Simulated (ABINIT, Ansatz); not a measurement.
# SrAlGeH (P3m1): G0W0 with ABINIT, start to end

How does a plane-wave GW calculation on SrAlGeH (P3m1) run from the first input to the gap?

Main program and level: ABINIT 10.8.3; LDA and many-body steps on it, plane waves.

Report form: the programs' logs are mostly left out.

### Step 1. The structure

It takes space group P3m1 (No. 156, trigonal). The conventional cell has a = 4.266 Å, b = 4.266 Å, c = 4.967 Å, α = 90.00°, β = 90.00°, γ = 120.00°. Nearest to Sr lie 3 H at 2.51 Å. Nearest to Al lie 1 H at 1.75 Å and 3 Ge at 2.52 Å. Nearest to Ge lie 3 Al at 2.52 Å. H has 1 Al at 1.75 Å and 3 Sr at 2.51 Å nearest. Farther neighbours are not listed.

Structure file:

```cif
data_structure
_symmetry_space_group_name_H-M 'P 1'
_symmetry_Int_Tables_number 1
_cell_length_a 4.2658
_cell_length_b 4.2658
_cell_length_c 4.9673
_cell_angle_alpha 90.000
_cell_angle_beta 90.000
_cell_angle_gamma 120.000
_cell_volume 78.28
loop_
_atom_site_label
_atom_site_type_symbol
_atom_site_fract_x
_atom_site_fract_y
_atom_site_fract_z
_atom_site_occupancy
Sr1 Sr 0.33333 0.66667 0.00460 1
Al2 Al 0.00000 0.00000 0.45805 1
Ge3 Ge 0.66667 0.33333 0.56130 1
H4 H 0.00000 0.00000 0.10525 1
```

The cell and positions are those that the Materials Project relaxed with its own functionals (PBE, PBE+U or r2SCAN), kept fixed.

### Step 2. Ground state

This step: ABINIT 10.8.3; DFT, LDA, plane waves, norm-conserving pseudopotentials.

The ground-state density comes first.

Contents of run.abi:

```
acell 3*1.0 Angstrom
rprim 
  4.265790426783 0.000000000004 0.000000000000
  -2.132895213395 3.694282876813 0.000000000000
  0.000000000000 0.000000000000 4.967268000000
ntypat 4
znucl 38 13 32 1
natom 4
typat 1 2 3 4
xred 
  0.333333333333 0.666666666667 0.004601000000
  -0.000000000000 0.000000000000 0.458049000000
  0.666666666667 0.333333333333 0.561296000000
  -0.000000000000 0.000000000000 0.105252000000
pp_dirpath "pseudos"
pseudos "Sr.upf, Al.upf, Ge.upf, H.upf"
ecut 35
ngkpt 6 6 4
nshiftk 1
shiftk 0 0 0
kptopt 1
chksymbreak 0
nband 20
occopt 1
tolvrs 1e-10
nstep 60
prtwf 0
optforces 0
optstress 0
indata_prefix "in"
outdata_prefix "out"
tmpdata_prefix "tmp"
```

Launch:

```sh
$ OMP_NUM_THREADS=1 mpirun -n 4 abinit run.abi > log
```

Elapsed: 27 s, on 4 MPI ranks of Arm Neoverse V2, shared host; peak memory 0.36 GiB.

This step gave:

* total energy: -3442.9075 eV
* gap: 0.6623 eV
* k of the valence top: 0, 0, 0.5
* k of the conduction bottom: 0.5, 0, 0
* least direct gap: 1.319 eV

The gap is indirect, with the least direct gap 0.66 eV higher.

### Step 3. Empty states on the mesh, 3×3×2 mesh, 56 bands

The sums over transitions need many empty states on a uniform mesh; this step solves for them.

Changes to run.abi since step 2:

```diff
@@ -17,3 +17,3 @@
 ecut 35
-ngkpt 6 6 4
+ngkpt 3 3 2
 nshiftk 1
@@ -22,9 +22,10 @@
 chksymbreak 0
-nband 20
-occopt 1
-tolvrs 1e-10
+iscf -2
+irdden 1
+istwfk *1
+nband 56
+nbdbuf 4
+tolwfr 1e-09
 nstep 60
-prtwf 0
-optforces 0
-optstress 0
+prtvol 0
 indata_prefix "in"
```

The job ended after 18 s (4 MPI ranks; peak memory 0.3 GiB).

This step gave:

- gap: 1.010 eV
- k of the valence top: 0, 0, 0.5
- k of the conduction bottom: 0.3333, 0, 0
- least direct gap: 1.327 eV
- k points computed: 6
- lowest point of the top converged band, above the valence top: 26.88 eV

On this mesh the gap is 1.010 eV. The earlier step found 0.662 eV, so this mesh misses an edge.

### Step 4. Screening, 3×3×2 mesh, 52 bands, screening to 98 eV

The RPA dielectric matrix is built and inverted for each q.

This step: RPA screening on LDA, plane waves, norm-conserving pseudopotentials.

Changes to run.abi since step 3:

```diff
@@ -22,10 +22,11 @@
 chksymbreak 0
-iscf -2
-irdden 1
 istwfk *1
-nband 56
-nbdbuf 4
-tolwfr 1e-09
-nstep 60
-prtvol 0
+occopt 1
+irdwfk 1
+optdriver 3
+nband 52
+ecuteps 3.6
+inclvkb 2
+awtr 1
+symchi 1
 indata_prefix "in"
```

Wall time 7.6 s (4 MPI ranks); peak memory 0.61 GiB.

This step gave:

```yaml
eps_infinity_with_local_fields_on_this_mesh_along_the_program_s_q_direction: 25.89
the_same_without_local_fields: 29.28
plasma_frequency: 22.21 eV
plane_waves_in_the_screening_matrix: 159
```

Local fields lower ε∞ by 12 %. On a Γ-centred mesh this coarse the value itself is usually too large, while a short band sum pulls it down.

### Step 5. Self-energy, 3×3×2 mesh, 52 bands, screening to 98 eV

The self-energy is evaluated for the states that the input lists, and the levels follow from it, in one-shot runs by the linearised quasiparticle equation.

This step: G0W0 on LDA, plane waves, norm-conserving pseudopotentials.

Changes to run.abi since step 4:

```diff
@@ -25,8 +25,19 @@
 irdwfk 1
-optdriver 3
+optdriver 4
 nband 52
+gwcalctyp 0
+ecutsigx 35
+symsigma 1
+nkptgw 3
+kptgw 
+  0.0000000000 0.0000000000 0.5000000000
+  0.3333333333 0.0000000000 0.0000000000
+  0.0000000000 0.0000000000 0.0000000000
+bdgw 
+  12 17
+  13 16
+  13 17
 ecuteps 3.6
-inclvkb 2
-awtr 1
-symchi 1
+irdscr 1
+ppmodel 1
 indata_prefix "in"
```

Run time: 5.4 s. Hardware: 4 MPI ranks; peak memory 0.48 GiB.

This step gave:

```
G0W0 gap on the points computed              : 1.573 eV
starting gap on the mesh                     : 1.010 eV
k of the valence top                         : 0, 0, 0.5
k of the conduction bottom                   : 0.3333, 0, 0
Z at the valence top                         : 0.779
Z at the conduction bottom                   : 0.786
least direct G0W0 gap on the computed points : 1.949 eV
```

The gap on the mesh goes from 1.01 eV to 1.57 eV, a correction of +0.56 eV. The start differs from the 0.66 eV found before because the two sample other k points.

Limits: finite bands, cutoff and mesh; exchange with frozen shells missing; no spin-orbit coupling; coarse k mesh. v1 is the top filled band, c1 the lowest empty one. The levels before and after the correction (eV, zero at the valence-band top of each column):

```tsv
	conduction bottom	valence top
Kohn-Sham	1.01	0.00
G0W0	1.57	0.00
```

```tsv
	level	energy (eV)
Kohn-Sham	(0 0 0.5) v3-v2	-0.180
Kohn-Sham	(0 0 0.5) v1	0.000
Kohn-Sham	(0 0 0.5) c1	1.327
Kohn-Sham	(0 0 0.5) c2-c3	1.875
Kohn-Sham	(0.333 0 0) v2	-1.273
Kohn-Sham	(0.333 0 0) v1	-0.908
Kohn-Sham	(0.333 0 0) c1	1.010
Kohn-Sham	(0.333 0 0) c2	2.238
G0W0	(0 0 0.5) v3-v2	-0.270
G0W0	(0 0 0.5) v1	0.000
G0W0	(0 0 0.5) c1	1.949
G0W0	(0 0 0.5) c2-c3	2.645
G0W0	(0.333 0 0) v2	-1.417
G0W0	(0.333 0 0) v1	-0.878
G0W0	(0.333 0 0) c1	1.573
G0W0	(0.333 0 0) c2	2.854
```

### Step 6. Where the time went

Times are wall times on 4 MPI ranks of Arm Neoverse V2, shared host, good to a factor of about two.

```tsv
step	time	share	memory (GiB)
ground state	27 s	46 %	0.36
empty states on the mesh	18 s	32 %	0.3
screening	7.6 s	13 %	0.61
self-energy	5.4 s	9 %	0.48
```

### Step 7. What came out

```yaml
lda_gap: 0.66 eV, indirect
g0w0_gap_on_the_mesh: 1.57 eV
g0w0_gap_over_the_zone_rigid_shift: 1.22 eV
gw_settings: 3×3×2 mesh, 52 bands, screening to 98 eV, Godby-Needs plasmon pole
known_limits: not at the basis limit; exchange with frozen shells missing; mesh may overstate the screening; no spin-orbit coupling; coarse k mesh
```

**Reading.** G0W0 moves the gap on the mesh from 1.01 eV to 1.57 eV (+0.56 eV), with Z of 0.78 and 0.79 at the edges. The mesh misses the band edges by 0.35 eV in all; a rigid shift gives 1.22 eV for the zone. Local fields lower the RPA ε∞ on this mesh from 29.28 to 25.89; a Γ-centred mesh this coarse tends to raise both, most where the direct gap is narrow, while a short band sum lowers them. Only 3 of the mesh's irreducible points were corrected, so a valley elsewhere could overtake. Bands and cutoff are finite, so the gap is not at the basis limit. The miss can reach some tenths of an eV and take either sign; the mesh is an error of its own. In the G0W0 run levels were corrected at 3 k points alone, so a gap called «on the mesh» is the least over those, and an edge elsewhere would be missed. A denser mesh or path gives a starting gap of 0.66 eV: the GW mesh misses a band edge, so its gaps are not the fundamental one. The 3×3×2 mesh is coarse for this cell, which bears on the long-range parts of exchange and screening. The norm-conserving file of at least one element keeps a d shell over frozen s and p shells of the same row. Exchange with those shells is missing from the self-energy, an error of 0.3 to 0.9 eV in cases checked, whose sign depends on which edge lies on those atoms. The RPA ε∞ on this mesh reaches over 25; with a narrow direct gap a coarse mesh can overstate it, and the correction is then too small. The many-body steps are scalar-relativistic: spin-orbit coupling is not in them.

[Paths, hosts, dates, memory and timing lines, banners, echoed tables and standing remarks are left out of the program output.]

[Logs are printed without paths, hosts, clocks, repeated set-up lines and the standing remarks that a program may print on its own settings, such as how far it seeks lower states.]

[Runs of the session that timed out or met a known fault of the program may be left out.]

[Hosts, paths, dates, database ids (printed as entryN), source tags and the programs' standing remarks are cut or masked in the printed files.]

[G0W0 gaps are taken among the corrected bands and points alone; a level outside them can change the order at an edge.]

[Where Ansatz stands beside ABINIT at settings called matched, ABINIT's density can come from a denser mesh and the files from another edition; pairs whose starting gaps differed by over 0.03 eV were left out, so agreement reads better than it is.]
